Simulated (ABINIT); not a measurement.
# CdS (Greenockite): G0W0 in ABINIT against the k mesh, part 2 of 2

How does the gap of CdS (Greenockite) converge in the k mesh?

ABINIT 10.8.3; PBE and many-body steps on it, plane waves. Known limits of the many-body steps: not at the basis limit; no spin-orbit coupling; coarse k mesh.

So far. Step 4 (Empty states on the mesh, 6×6×4 mesh, 73 bands): On this mesh the gap is 1.175 eV. Step 5 (Screening, 3×3×1 mesh, 67 bands, screening to 106.1 eV): Local fields lower ε∞ by 6 %. On a Γ-centred mesh this coarse the value itself is usually too large, while a short band sum pulls it down.

The database entry behind the starting cell differs from later determinations by our own check (about 0.35 % long), so it need not match the best structure at ambient conditions.

## (8) 3×3×2

The self-energy is evaluated for the states that the input lists, and the levels follow from it, in one-shot runs by the linearised quasiparticle equation.

This step: G0W0 on PBE, plane waves, norm-conserving pseudopotentials.

Input file run.abi:

```
acell 3*1.0 Angstrom
rprim 
  4.149999999997 0.000000000001 0.000000000000
  -2.074999999999 3.594005425702 0.000000000000
  0.000000000000 0.000000000000 6.737000000000
ntypat 2
znucl 48 16
natom 4
typat 1 1 2 2
xred 
  0.333333333333 0.666666666667 0.000000000000
  0.666666666667 0.333333333333 0.500000000000
  0.333333333333 0.666666666667 0.375000000000
  0.666666666667 0.333333333333 0.875000000000
pp_dirpath "pseudos"
pseudos "Cd.upf, S.upf"
ecut 47
ngkpt 3 3 2
nshiftk 1
shiftk 0 0 0
kptopt 1
chksymbreak 0
istwfk *1
occopt 1
irdwfk 1
optdriver 4
nband 67
gwcalctyp 0
ecutsigx 47
symsigma 1
nkptgw 1
kptgw 
  0.0000000000 0.0000000000 0.0000000000
bdgw 
  25 28
ecuteps 3.9
irdscr 1
ppmodel 1
indata_prefix "in"
outdata_prefix "out"
tmpdata_prefix "tmp"
```

Command:

```
$ OMP_NUM_THREADS=1 mpirun -n 4 abinit run.abi > log
```

Numbers of over 12 decimals in the logs are rounded to 6 here.

What it wrote:

```text
.Version 10.8.3 of ABINIT. v10.8.2 released Aug 2026.

 Symmetries : space group P6_3 m c (#186); Bravais hP (primitive hexag.)
[... echo of the input left out ...]
== DATASET  1 ==================================================================
-   mpi_nproc: 4, omp_nthreads: 1 (-1 if OMP is not activated)

--- !DatasetInfo
iteration_state: {dtset: 1, }
dimensions: {natom: 4, nkpt: 6, mband: 67, nsppol: 1, nspinor: 1, nspden: 1, mpw: 10458, }
cutoff_energies: {ecut:  47.0, pawecutdg:  -1.0, }
electrons: {nelect:   5.20000000E+01, charge:   0.00000000E+00, occopt:   1.00000000E+00, tsmear:   1.00000000E-02, }

 SIGMA: Calculation of the GW corrections

 Based on a program developped by R.W. Godby, V. Olevano, G. Onida, and L. Reining.
 Incorporated in ABINIT by V. Olevano, G.-M. Rignanese, and M. Torrent.
.Using double precision arithmetic ; gwpc =  8

[... cell and pseudopotentials left out ...]
--------------------------------------------------------------------------------

 ==== K-mesh for the wavefunctions ====
 Number of points in the irreducible wedge :     6
[... list of points left out ...]
 Together with 12 symmetry operations and time-reversal symmetry
 yields    18 points in the full Brillouin Zone.

 ==== Q-mesh for screening function ====
 Number of points in the irreducible wedge :     6
[... list of points left out ...]
 Together with 12 symmetry operations and time-reversal symmetry
 yields    18 points in the full Brillouin Zone.

 vcoul_init : cutoff-mode = AUXILIARY_FUNCTION
 q-points for optical limit:   1
     1)      0.000010    0.000020    0.000030
 setmesh: FFT mesh size selected  =    45x   45x   80
          total number of points  =       162000

 Number of electrons calculated from density =   52.0000; Expected =   52.0000
[...]
number of k-points in IBZ                           6
 number of q-points in IBZ                           6
 number of symmetry operations                      12
 number of k-points in BZ                           18
 number of q-points in BZ                           18
 number of frequencies for dSigma/dE                 9
 frequency step for dSigma/dE [eV]                0.25
 number of omega for Sigma on real axis              0
 max omega for Sigma on real axis  [eV]           0.00
 zcut for avoiding poles [eV]                     0.10

 EPSILON^-1 parameters (SCR file):
 dimension of the eps^-1 matrix on file            251
 dimension of the eps^-1 matrix used               251
 number of plane-waves for wavefunctions         10383
 number of bands                                    67
 number of q-points in IBZ                           6
 number of frequencies                               2
 number of real frequencies                          1
 number of imag frequencies                          1

 matrix elements of self-energy operator (all in [eV])

 Perturbative Calculation

--- !SelfEnergy_ee
iteration_state: {dtset: 1, }
kpoint     : [   0.000,    0.000,    0.000, ]
spin       : 1
KS_gap     :    1.175
QP_gap     :    2.087
Delta_QP_KS:    0.912
data: !SigmaeeData |
     Band     E0 <VxcDFT>   SigX SigC(E0)      Z dSigC/dE  Sig(E)    E-E0       E
       25   4.259 -15.271 -18.229   2.860   0.780  -0.282 -15.347  -0.076   4.183
       26   4.259 -15.271 -18.229   2.860   0.780  -0.282 -15.347  -0.076   4.183
       27   5.434 -10.670  -6.577  -3.063   0.812  -0.232  -9.834   0.836   6.270
       28   7.023 -11.014  -6.546  -3.214   0.813  -0.230  -9.995   1.019   8.042

== END DATASET(S) ==============================================================
================================================================================

 -outvars: echo values of variables after computation  --------
           etotal      0.0000000000E+00
            nband          67
             nkpt           6
          spgroup         186
 [... the other variables as echoed above ...]

 Calculation completed.
```

The job ended after 5.6 s (4 MPI ranks of Intel Xeon Platinum 8488C (Sapphire Rapids), shared host; peak memory 1 GiB; 21 s of CPU time).

Numbers from this step:

- G0W0 gap on the points computed: 2.087 eV
- starting gap on the mesh: 1.175 eV
- k of the valence top: 0, 0, 0
- k of the conduction bottom: 0, 0, 0
- Z at the valence top: 0.78
- Z at the conduction bottom: 0.812
- least direct G0W0 gap on the computed points: 2.087 eV

The gap on the mesh goes from 1.18 eV to 2.09 eV, a correction of +0.91 eV.

## (9) Screening, 6×6×4 mesh, 67 bands, screening to 106.1 eV

This step: RPA screening on PBE, plane waves, norm-conserving pseudopotentials.

Edit run.abi of step 8 so:

```diff
@@ -17,3 +17,3 @@
 ecut 47
-ngkpt 3 3 2
+ngkpt 6 6 4
 nshiftk 1
@@ -25,15 +25,8 @@
 irdwfk 1
-optdriver 4
+optdriver 3
 nband 67
-gwcalctyp 0
-ecutsigx 47
-symsigma 1
-nkptgw 1
-kptgw 
-  0.0000000000 0.0000000000 0.0000000000
-bdgw 
-  25 28
 ecuteps 3.9
-irdscr 1
-ppmodel 1
+inclvkb 2
+awtr 1
+symchi 1
 indata_prefix "in"
```

What it wrote:

```text
.Version 10.8.3 of ABINIT. v10.8.2 released Aug 2026.

 Symmetries : space group P6_3 m c (#186); Bravais hP (primitive hexag.)
[... echo of the input left out ...]
== DATASET  1 ==================================================================
-   mpi_nproc: 4, omp_nthreads: 1 (-1 if OMP is not activated)

--- !DatasetInfo
iteration_state: {dtset: 1, }
dimensions: {natom: 4, nkpt: 21, mband: 67, nsppol: 1, nspinor: 1, nspden: 1, mpw: 10458, }
cutoff_energies: {ecut:  47.0, pawecutdg:  -1.0, }
[...]
--------------------------------------------------------------------------------
[... chi0 elements left out ...]
 For q-point:  0.000010 0.000020 0.000030
  dielectric constant =   6.4254
  dielectric constant without local fields =   7.0936

  Average fulfillment of the sum rule on Im[epsilon] for q-point    1 :     29.14  [%]
[... wings left out ...]
  q-point number  2        q = ( 0.166667, 0.000000, 0.000000) [r.l.u.]
--------------------------------------------------------------------------------
[... chi0 elements left out ...]
  Average fulfillment of the sum rule on Im[epsilon] for q-point    2 :     39.65  [%]

 [... 19 further q-points ...]
```

Run time: 5.7 min. Hardware: 4 MPI ranks; peak memory 2.8 GiB; 23 min of CPU time.

Numbers from this step:

| Property | Result |
| --- | --- |
| ε∞ with local fields, on this mesh, along the program's q direction | 6.425 |
| the same without local fields | 7.094 |
| plasma frequency | 26.71 eV |
| plane waves in the screening matrix | 251 |

## (10) 6×6×4

This step: G0W0 on PBE, plane waves, norm-conserving pseudopotentials.

Edit run.abi of step 9 so:

```diff
@@ -25,8 +25,15 @@
 irdwfk 1
-optdriver 3
+optdriver 4
 nband 67
+gwcalctyp 0
+ecutsigx 47
+symsigma 1
+nkptgw 1
+kptgw 
+  0.0000000000 0.0000000000 0.0000000000
+bdgw 
+  25 28
 ecuteps 3.9
-inclvkb 2
-awtr 1
-symchi 1
+irdscr 1
+ppmodel 1
 indata_prefix "in"
```

What it wrote:

```text
.Version 10.8.3 of ABINIT. v10.8.2 released Aug 2026.

 Symmetries : space group P6_3 m c (#186); Bravais hP (primitive hexag.)
[... echo of the input left out ...]
== DATASET  1 ==================================================================
-   mpi_nproc: 4, omp_nthreads: 1 (-1 if OMP is not activated)

--- !DatasetInfo
iteration_state: {dtset: 1, }
dimensions: {natom: 4, nkpt: 21, mband: 67, nsppol: 1, nspinor: 1, nspden: 1, mpw: 10458, }
cutoff_energies: {ecut:  47.0, pawecutdg:  -1.0, }
[...]
26   4.259 -15.253 -18.198   2.619   0.784  -0.276 -15.508  -0.256   4.003
       27   5.434 -10.688  -7.026  -2.689   0.818  -0.222  -9.892   0.796   6.230
       28   7.023 -11.040  -6.826  -2.985   0.818  -0.222 -10.034   1.006   8.029

== END DATASET(S) ==============================================================
================================================================================

 -outvars: echo values of variables after computation  --------
           etotal      0.0000000000E+00
            nband          67
             nkpt          21
          spgroup         186
 [... the other variables as echoed above ...]

 Calculation completed.
```

Run time: 11 s. Hardware: 4 MPI ranks; peak memory 2.7 GiB.

This step gave:

```yaml
g0w0_gap_on_the_points_computed: 2.227 eV
starting_gap_on_the_mesh: 1.175 eV
k_of_the_valence_top: 0, 0, 0
k_of_the_conduction_bottom: 0, 0, 0
least_direct_g0w0_gap_on_the_computed_points: 2.227 eV
```

Against the run before, the gap moves by +0.140 eV.

## (11) Side by side

Times are wall times on 4 MPI ranks of Intel Xeon Platinum 8488C (Sapphire Rapids), shared host, good to a factor of about two. A run's time includes the screening step that it read.

```
  run   mesh  bands  screening cutoff (eV)  DFT gap (eV)  gap on the mesh (eV)  direct (eV)  ε∞ used     time
3×3×1  3×3×1     67                  106.1         1.175                 1.955        1.955    21.10     15 s
3×3×2  3×3×2     67                  106.1         1.175                 2.087        2.087    13.79     33 s
6×6×4  6×6×4     67                  106.1         1.175                 2.227        2.227     6.43  5.9 min
```

## (12) Summary of results

| Quantity | Value |
| --- | --- |
| 3×3×1 | 1.955 eV |
| 3×3×2 | 2.087 eV |
| 6×6×4 | 2.227 eV |
| known limits | not at the basis limit; no spin-orbit coupling; coarse k mesh |

The setting moved: k mesh. From 3×3×1 to 6×6×4 the gap moves by +0.27 eV, for 24 times the time. The last step still moves it by +0.140 eV. Bands and screening cutoff are coupled, so a series along one setting does not show full convergence. Bands and cutoff are finite, so the gap is not at the basis limit. The miss can reach some tenths of an eV and take either sign; the mesh is an error of its own. In the first G0W0 run levels were corrected at 1 k point alone, so a gap called «on the mesh» is the least over those, and an edge elsewhere would be missed. The 3×3×1 mesh is coarse for this cell, which bears on the long-range parts of exchange and screening. The many-body steps are scalar-relativistic: spin-orbit coupling is not in them.

[Paths, hosts, dates, memory and timing lines, banners, echoed tables and standing remarks are left out of the program output.]

[Logs are printed without paths, hosts, clocks, repeated set-up lines and the standing remarks that a program may print on its own settings, such as how far it seeks lower states.]

[Runs of the session that timed out or met a known fault of the program may be left out.]

[No measured gap is set beside runs whose start may be inverted or whose files or cutoffs have a known fault.]

[Hosts, paths, dates, database ids (printed as entryN), source tags and the programs' standing remarks are cut or masked in the printed files.]

[G0W0 gaps are taken among the corrected bands and points alone; a level outside them can change the order at an edge.]

[Where Ansatz stands beside ABINIT at settings called matched, ABINIT's density can come from a denser mesh and the files from another edition; pairs whose starting gaps differed by over 0.03 eV were left out, so agreement reads better than it is.]
